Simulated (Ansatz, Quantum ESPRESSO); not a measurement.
# Work function of Ba(110), 5 layers, one monolayer of In on hollow sites, part 4 of 8

Wanted: work functions and the surface dipole of Ba(110), 5 layers, one monolayer of In on hollow sites at several levels, with their cost.

Quantum ESPRESSO 7.5; plane-wave DFT, PBE, GBRV ultrasoft pseudopotentials; geometry and cross-check by Ansatz 0.2.0 with PAW datasets.

So far. Step 7 (Projected density of states): The atomic orbitals miss 0.1 % of the occupied states; for empty states the projections can miss much more. Step 8 (Ground state, with startingpot = atomic): From atomic densities this run did not converge under open boundaries; a start from the density of a periodic run is one way round.

### Step 9. SCF with pw.x

A plain periodic run, loosely converged, makes a sound starting density. Its levels are not used.

File esm.pre.in:

```
&control
  prefix = 'esm.pre'
  outdir = './out'
  pseudo_dir = './pseudo'
  calculation = 'scf'
  tprnfor = .true.
/
&system
  ibrav = 0
  nat = 6
  ntyp = 2
  ecutwfc = 40
  ecutrho = 200
  occupations = 'smearing'
  smearing = 'mv'
  degauss = 0.02
/
&electrons
  conv_thr = 1e-05
  mixing_beta = 0.4
  electron_maxstep = 120
  mixing_mode = 'local-TF'
/
ATOMIC_SPECIES
  Ba  137.3270  ba_pbe_v1.uspp.F.UPF
  In  114.8180  in_pbe_v1.4.uspp.F.UPF
CELL_PARAMETERS angstrom
  3.54967604160000 -2.51000000000000 0.00000000000000
  3.54967604160000 2.51000000000000 0.00000000000000
  0.00000000000000 0.00000000000000 33.19870416620000
ATOMIC_POSITIONS crystal
  Ba  0.000000000000 0.000000000000 -0.250140196035
  Ba  0.500000000000 0.500000000000 -0.143218069735
  Ba  0.000000000000 0.000000000000 -0.036295943335
  Ba  0.492663117817 0.492663117817 0.070321886887
  Ba  0.017878573520 0.017878573520 0.178475644335
  In  0.411704114571 0.411704114571 0.250140196035
K_POINTS automatic
  8 8 1 0 0 0
```

Command:

```bash
$ OMP_NUM_THREADS=1 mpirun -n 4 pw.x -nk 4 -in esm.pre.in > esm.pre.out
```

Log:

```text
[banner, memory and clock lines left out]
Program PWSCF v.7.5 starts
[citation notice left out]

[...]
Message from routine setup:
[...]
bravais-lattice index     =            0
     lattice parameter (alat)  =       8.2155  a.u.
     unit-cell volume          =    3992.1805 (a.u.)^3
     number of atoms/cell      =            6
     number of atomic types    =            2
     number of electrons       =        63.00
     number of Kohn-Sham states=           38
     kinetic-energy cutoff     =      40.0000  Ry
     charge density cutoff     =     200.0000  Ry
     scf convergence threshold =      1.0E-05
     mixing beta               =       0.4000
     number of iterations used =            8  local-TF  mixing
     Exchange-correlation=  SLA  PW   PBX  PBC
                           (   1   4   3   4   0   0   0)

[...]
PseudoPot. # 1 for Ba read from file:
     ./pseudo/ba_pbe_v1.uspp.F.UPF
     Pseudo is Ultrasoft + core correction, Zval = 10.0
     Generated by new atomic code, or converted to UPF format
     Using radial grid of  907 points,  7 beta functions with:
                l(1) =   0
                l(2) =   0
                l(3) =   1
                l(4) =   1
                l(5) =   2
                l(6) =   2
                l(7) =   3
     Q(r) pseudized with  6 coefficients,  rinner =    1.700   1.700   1.700
                                                       1.700   1.700   1.700
                                                       1.700

     PseudoPot. # 2 for In read from file:
     ./pseudo/in_pbe_v1.4.uspp.F.UPF
     Pseudo is Ultrasoft + core correction, Zval = 13.0
     Generated by new atomic code, or converted to UPF format
     Using radial grid of  889 points,  6 beta functions with:
                l(1) =   0
                l(2) =   0
                l(3) =   1
                l(4) =   1
                l(5) =   2
                l(6) =   2
     Q(r) pseudized with  6 coefficients,  rinner =    1.400   1.400   1.400
                                                       1.400   1.400

     atomic species   valence    mass     pseudopotential
     Ba               10.00   137.32700     Ba( 1.00)
     In               13.00   114.81800     In( 1.00)

      2 Sym. Ops. (no inversion) found

[...]
number of k points=    21  Marzari-Vanderbilt smearing, width (Ry)=  0.0200
[...]
Dense  grid:   190873 G-vectors     FFT dimensions: (  40,  40, 288)

     Smooth grid:   136493 G-vectors     FFT dimensions: (  36,  36, 256)

     Initial potential from superposition of free atoms

     starting charge      61.4250, renormalised to      63.0000

     negative rho (up, down):  4.848E-01 0.000E+00
     Starting wfcs are   74 randomized atomic wfcs

     per-process dynamical memory:   196.9 Mb

     Self-consistent Calculation

     iteration #  1     ecut=    40.00 Ry     beta= 0.40
     Davidson diagonalization with overlap
     ethr =  1.00E-02,  avg # of iterations = 11.8

     negative rho (up, down):  7.142E-01 0.000E+00

     total energy              =    -499.89039072 Ry
     estimated scf accuracy    <    2502.12746045 Ry

     iteration #  2     ecut=    40.00 Ry     beta= 0.40
[...]
negative rho (up, down):  9.677E-01 0.000E+00

[...]
total energy              =    -469.76627865 Ry
     estimated scf accuracy    <    1612.76414800 Ry

     iteration #  3     ecut=    40.00 Ry     beta= 0.40
[...]
negative rho (up, down):  1.059E+00 0.000E+00

[...]
total energy              =    -490.42329942 Ry
     estimated scf accuracy    <     103.03619706 Ry

     iteration #  4     ecut=    40.00 Ry     beta= 0.40
[...]
negative rho (up, down):  1.144E+00 0.000E+00

[...]
total energy              =    -486.39476491 Ry
     estimated scf accuracy    <      76.08213617 Ry

     iteration #  5     ecut=    40.00 Ry     beta= 0.40
[...]
negative rho (up, down):  9.499E-01 0.000E+00

[...]
total energy              =    -487.76407604 Ry
     estimated scf accuracy    <      48.74886036 Ry

     iteration #  6     ecut=    40.00 Ry     beta= 0.40
[...]
negative rho (up, down):  1.209E+00 0.000E+00

[...]
total energy              =    -481.10856851 Ry
     estimated scf accuracy    <      68.24765767 Ry

[...]
iteration # 36     ecut=    40.00 Ry     beta= 0.40
[...]
negative rho (up, down):  4.420E-01 0.000E+00

[...]
total energy              =    -484.79639107 Ry
     estimated scf accuracy    <       0.00005822 Ry

     iteration # 37     ecut=    40.00 Ry     beta= 0.40
[...]
negative rho (up, down):  4.407E-01 0.000E+00

[...]
total energy              =    -484.79638908 Ry
     estimated scf accuracy    <       0.00002975 Ry

     iteration # 38     ecut=    40.00 Ry     beta= 0.40
[...]
negative rho (up, down):  4.405E-01 0.000E+00

[...]
total energy              =    -484.79639075 Ry
     estimated scf accuracy    <       0.00001319 Ry

     iteration # 39     ecut=    40.00 Ry     beta= 0.40
[...]
negative rho (up, down):  4.405E-01 0.000E+00

[...]
End of self-consistent calculation

          k = 0.0000 0.0000 0.0000 ( 17127 PWs)   bands (ev):

   -26.9293 -26.5742 -26.5311 -26.4959 -26.3631 -12.4671 -12.4400 -12.4145
   -12.4072 -12.3888 -12.2018 -11.9178 -11.9104 -11.8649 -11.7584 -11.6433
   -11.6028 -11.5780 -11.5443 -11.5288 -11.5131 -11.5010 -11.4709 -11.3902
   -11.3559  -3.1706  -0.2694   0.1097   0.6335   1.0819   1.3483   2.8222
     3.0457   3.1349   3.1407   3.3514   3.4001   3.5444

          k = 0.0765 0.1083 0.0000 ( 17092 PWs)   bands (ev):

   -26.9263 -26.5706 -26.5279 -26.4933 -26.3599 -12.4695 -12.4386 -12.4170
   -12.4047 -12.3885 -12.1939 -11.9553 -11.8939 -11.8827 -11.7649 -11.6638
   -11.6372 -11.5680 -11.5635 -11.5542 -11.5300 -11.5164 -11.4892 -11.4265
   -11.3707  -3.0676  -0.0609   0.3029   0.8183   1.2774   1.5564   2.8210
     2.8626   3.0490   3.1329   3.2652   3.3362   3.4472

[...]
the Fermi energy is     2.3419 ev

!    total energy              =    -484.79639165 Ry
     estimated scf accuracy    <       0.00000130 Ry
     smearing contrib. (-TS)   =       0.00086565 Ry
     internal energy E=F+TS    =    -484.79725729 Ry

     The total energy is F=E-TS. E is the sum of the following terms:
     one-electron contribution =   -1364.86185240 Ry
     hartree contribution      =     693.63873858 Ry
     xc contribution           =    -175.64709235 Ry
     ewald contribution        =     362.07294889 Ry

     convergence has been achieved in  39 iterations

     negative rho (up, down):  4.405E-01 0.000E+00

     Forces acting on atoms (cartesian axes, Ry/au):

     atom    1 type  1   force =     0.00001420   -0.00000000    0.00196525
     atom    2 type  1   force =     0.00000524   -0.00000000   -0.00257287
     atom    3 type  1   force =    -0.00010272    0.00000000    0.00056490
     atom    4 type  1   force =     0.00016527    0.00000000   -0.00032142
     atom    5 type  1   force =    -0.00038344   -0.00000000    0.00025325
     atom    6 type  2   force =     0.00030144   -0.00000000    0.00011089

     Total force =     0.003355     Total SCF correction =     0.003246
     SCF correction compared to forces is large: reduce conv_thr to get better values

[...]
```

The job ended after 5.6 min (4 MPI ranks of Arm Neoverse V2, shared host; peak memory 1.9 GiB).

Numbers from this step:

```
free energy  : -6595.9909 eV
Fermi energy : 2.342 eV
```

### Step 10. Self-consistent run: open boundaries by the effective screening medium

The run with open boundaries is repeated, now from the density of the periodic run.

The effective screening medium with bc1 puts vacuum on both sides and removes the images along the normal. The slab must sit about z = 0, symmetry is kept, and the .esm1 file holds the planar potential.

esm.in, as its differences from the input of step 9:

```diff
@@ -1,3 +1,3 @@
 &control
-  prefix = 'esm.pre'
+  prefix = 'esm'
   outdir = './out'
@@ -16,5 +16,7 @@
   degauss = 0.02
+  assume_isolated = 'esm'
+  esm_bc = 'bc1'
 /
 &electrons
-  conv_thr = 1e-05
+  conv_thr = 1e-07
   mixing_beta = 0.4
@@ -22,2 +24,3 @@
   mixing_mode = 'local-TF'
+  startingpot = 'file'
 /
```

Command:

```bash
$ cp -r out/esm.pre.save out/esm.save
$ OMP_NUM_THREADS=1 mpirun -n 4 pw.x -nk 4 -in esm.in > esm.out
```

Log:

```text
[banner, memory and clock lines left out]
Program PWSCF v.7.5 starts
[citation notice left out]

[...]
Message from routine setup:
[...]
bravais-lattice index     =            0
     lattice parameter (alat)  =       8.2155  a.u.
     unit-cell volume          =    3992.1805 (a.u.)^3
     number of atoms/cell      =            6
     number of atomic types    =            2
     number of electrons       =        63.00
     number of Kohn-Sham states=           38
     kinetic-energy cutoff     =      40.0000  Ry
     charge density cutoff     =     200.0000  Ry
     scf convergence threshold =      1.0E-07
     mixing beta               =       0.4000
     number of iterations used =            8  local-TF  mixing
     Exchange-correlation=  SLA  PW   PBX  PBC
                           (   1   4   3   4   0   0   0)

     Effective Screening Medium Method
     Boundary Conditions: Vacuum-Slab-Vacuum
     total charge in unit cell        =   0.0000
     grid points for fit at edges     =        4

[...]
PseudoPot. # 1 for Ba read from file:
     ./pseudo/ba_pbe_v1.uspp.F.UPF
     Pseudo is Ultrasoft + core correction, Zval = 10.0
     Generated by new atomic code, or converted to UPF format
     Using radial grid of  907 points,  7 beta functions with:
                l(1) =   0
                l(2) =   0
                l(3) =   1
                l(4) =   1
                l(5) =   2
                l(6) =   2
                l(7) =   3
     Q(r) pseudized with  6 coefficients,  rinner =    1.700   1.700   1.700
                                                       1.700   1.700   1.700
                                                       1.700

     PseudoPot. # 2 for In read from file:
     ./pseudo/in_pbe_v1.4.uspp.F.UPF
     Pseudo is Ultrasoft + core correction, Zval = 13.0
     Generated by new atomic code, or converted to UPF format
     Using radial grid of  889 points,  6 beta functions with:
                l(1) =   0
                l(2) =   0
                l(3) =   1
                l(4) =   1
                l(5) =   2
                l(6) =   2
     Q(r) pseudized with  6 coefficients,  rinner =    1.400   1.400   1.400
                                                       1.400   1.400

     atomic species   valence    mass     pseudopotential
     Ba               10.00   137.32700     Ba( 1.00)
     In               13.00   114.81800     In( 1.00)

      2 Sym. Ops. (no inversion) found

[...]
number of k points=    21  Marzari-Vanderbilt smearing, width (Ry)=  0.0200
[...]
Dense  grid:   190873 G-vectors     FFT dimensions: (  40,  40, 288)

     Smooth grid:   136493 G-vectors     FFT dimensions: (  36,  36, 256)

     The initial density is read from file :
     ./out/esm.save/charge-density

     negative rho (up, down):  4.405E-01 0.000E+00
     Starting wfcs are   74 randomized atomic wfcs

     per-process dynamical memory:   196.9 Mb

     Self-consistent Calculation

     iteration #  1     ecut=    40.00 Ry     beta= 0.40
     Davidson diagonalization with overlap
     c_bands:  4 eigenvalues not converged
     c_bands:  2 eigenvalues not converged
     c_bands:  2 eigenvalues not converged
     c_bands:  1 eigenvalues not converged
     c_bands:  1 eigenvalues not converged
     ethr =  1.00E-05,  avg # of iterations = 30.5

     negative rho (up, down):  4.507E-01 0.000E+00

     total energy              =    -484.61021224 Ry
     estimated scf accuracy    <      18.90889866 Ry

     iteration #  2     ecut=    40.00 Ry     beta= 0.40
[...]
negative rho (up, down):  4.487E-01 0.000E+00

[...]
total energy              =    -484.78247990 Ry
     estimated scf accuracy    <       0.39513786 Ry

     iteration #  3     ecut=    40.00 Ry     beta= 0.40
[...]
negative rho (up, down):  4.451E-01 0.000E+00

[...]
total energy              =    -484.77777125 Ry
     estimated scf accuracy    <       0.14296244 Ry

     iteration #  4     ecut=    40.00 Ry     beta= 0.40
[...]
negative rho (up, down):  4.427E-01 0.000E+00

[...]
total energy              =    -484.77995730 Ry
     estimated scf accuracy    <       0.09225216 Ry

     iteration #  5     ecut=    40.00 Ry     beta= 0.40
[...]
negative rho (up, down):  4.418E-01 0.000E+00

[...]
total energy              =    -484.78334834 Ry
     estimated scf accuracy    <       0.15972315 Ry

     iteration #  6     ecut=    40.00 Ry     beta= 0.40
[...]
negative rho (up, down):  4.400E-01 0.000E+00

[...]
total energy              =    -484.78443333 Ry
     estimated scf accuracy    <       0.04540394 Ry

[...]
iteration # 40     ecut=    40.00 Ry     beta= 0.40
[...]
c_bands:  1 eigenvalues not converged
[...]
negative rho (up, down):  4.405E-01 0.000E+00

[...]
total energy              =    -484.79581363 Ry
     estimated scf accuracy    <       0.00000017 Ry

     iteration # 41     ecut=    40.00 Ry     beta= 0.40
[...]
negative rho (up, down):  4.405E-01 0.000E+00

[...]
total energy              =    -484.79583554 Ry
     estimated scf accuracy    <       0.00000011 Ry

     iteration # 42     ecut=    40.00 Ry     beta= 0.40
[...]
negative rho (up, down):  4.405E-01 0.000E+00

[...]
total energy              =    -484.79583539 Ry
     estimated scf accuracy    <       0.00000024 Ry

     iteration # 43     ecut=    40.00 Ry     beta= 0.40
[...]
negative rho (up, down):  4.405E-01 0.000E+00

[...]
End of self-consistent calculation

          k = 0.0000 0.0000 0.0000 ( 17127 PWs)   bands (ev):

   -32.3621 -32.0084 -31.9678 -31.9318 -31.8017 -17.9130 -17.8863 -17.8602
   -17.8517 -17.8335 -17.6332 -17.3515 -17.3459 -17.2986 -17.1944 -17.0784
   -17.0399 -17.0138 -16.9784 -16.9654 -16.9493 -16.9379 -16.9066 -16.8289
   -16.7943  -8.6087  -5.7061  -5.3273  -4.8033  -4.3529  -4.0873  -2.6754
    -2.3903  -2.3012  -2.2846  -2.0851  -2.0371  -1.8844

          k = 0.0765 0.1083 0.0000 ( 17092 PWs)   bands (ev):

   -32.3590 -32.0048 -31.9646 -31.9292 -31.7985 -17.9154 -17.8849 -17.8625
   -17.8492 -17.8332 -17.6254 -17.3890 -17.3294 -17.3164 -17.2008 -17.0985
   -17.0740 -17.0029 -16.9997 -16.9902 -16.9668 -16.9531 -16.9250 -16.8651
   -16.8092  -8.5057  -5.4975  -5.1343  -4.6188  -4.1576  -3.8792  -2.6485
    -2.5867  -2.3876  -2.3018  -2.1708  -2.0986  -1.9816

[...]
the Fermi energy is    -3.0941 ev

!    total energy              =    -484.79583891 Ry
     estimated scf accuracy    <       0.00000007 Ry
     smearing contrib. (-TS)   =       0.00080573 Ry
     internal energy E=F+TS    =    -484.79664464 Ry

     The total energy is F=E-TS. E is the sum of the following terms:
     one-electron contribution =    9965.80777502 Ry
     hartree contribution      =   -4984.30169230 Ry
     xc contribution           =    -175.64573010 Ry
     ewald contribution        =   -5290.65699726 Ry

     convergence has been achieved in  43 iterations

     negative rho (up, down):  4.405E-01 0.000E+00

     Forces acting on atoms (cartesian axes, Ry/au):

     atom    1 type  1   force =     0.00001542    0.00000000    0.00209247
     atom    2 type  1   force =     0.00000183   -0.00000000   -0.00255275
     atom    3 type  1   force =    -0.00010367   -0.00000000    0.00063106
     atom    4 type  1   force =     0.00016320   -0.00000000   -0.00019695
     atom    5 type  1   force =    -0.00042936   -0.00000000    0.00043827
     atom    6 type  2   force =     0.00035258   -0.00000000   -0.00026663

     Total force =     0.003456     Total SCF correction =     0.001340
     SCF correction compared to forces is large: reduce conv_thr to get better values

[...]
```

Run time: 7.6 min. Hardware: 4 MPI ranks; peak memory 1.9 GiB.

Numbers from this step:

| Property | Result |
| --- | --- |
| free energy | -6595.9834 eV |
| Fermi energy | -3.094 eV |
| vacuum line at the lower end of the cell, over the Fermi level | 2.403 eV |
| vacuum line at the upper end of the cell, over the Fermi level | 3.786 eV |

Electrostatic potential energy of an electron; zero at the Fermi level. The potential energy, planar mean by z:

z (Å), potential energy, planar mean (eV) and a bar from the least value:
```
      -16       2.40 ##########################
      -15       2.40 ##########################
      -14       2.40 ##########################
      -13       2.40 ##########################
      -12       2.36 ##########################
      -11       2.14 #########################
      -10       1.08 ######################
       -9      -3.88 ######
       -8      -5.66 #
       -7       0.56 ####################
       -6       0.40 ###################
       -5      -5.70 #
       -4      -2.98 #########
       -3       1.42 #######################
       -2      -2.66 ##########
       -1      -5.82 
        0       0.17 ###################
        1       0.70 ####################
        2      -5.50 #
        3      -3.74 #######
        4       1.34 ######################
        5      -1.63 #############
        6      -5.82 
        7      -1.06 ###############
        8      -5.87 
        9      -1.43 ##############
       10       3.33 #############################
       11       3.74 ##############################
       12       3.78 ##############################
       13       3.79 ##############################
       14       3.79 ##############################
       15       3.79 ##############################
       16       3.79 ##############################
```

The vacuum levels are read from the outermost 0.7 Å of the cell on either side.

The run needed 43 iterations to bring the estimated error under 1e-07 Ry; the largest force on any atom, held or free, is 0.07 eV/Å.

The upper level is 3.786 eV against 3.776 eV from the periodic run.

[end of part 4 of 8]

[Logs are printed without paths, hosts, clocks, repeated set-up lines and the standing remarks that a program may print on its own settings, such as how far it seeks lower states.]

[Hosts, paths, dates, database ids (printed as entryN), source tags and the programs' standing remarks are cut or masked in the printed files.]

[Maps of the electrostatic potential energy from Ansatz leave out the sawtooth potential of an applied field or a dipole correction, so their vacuum need not be flat; planar profiles and work functions include it.]
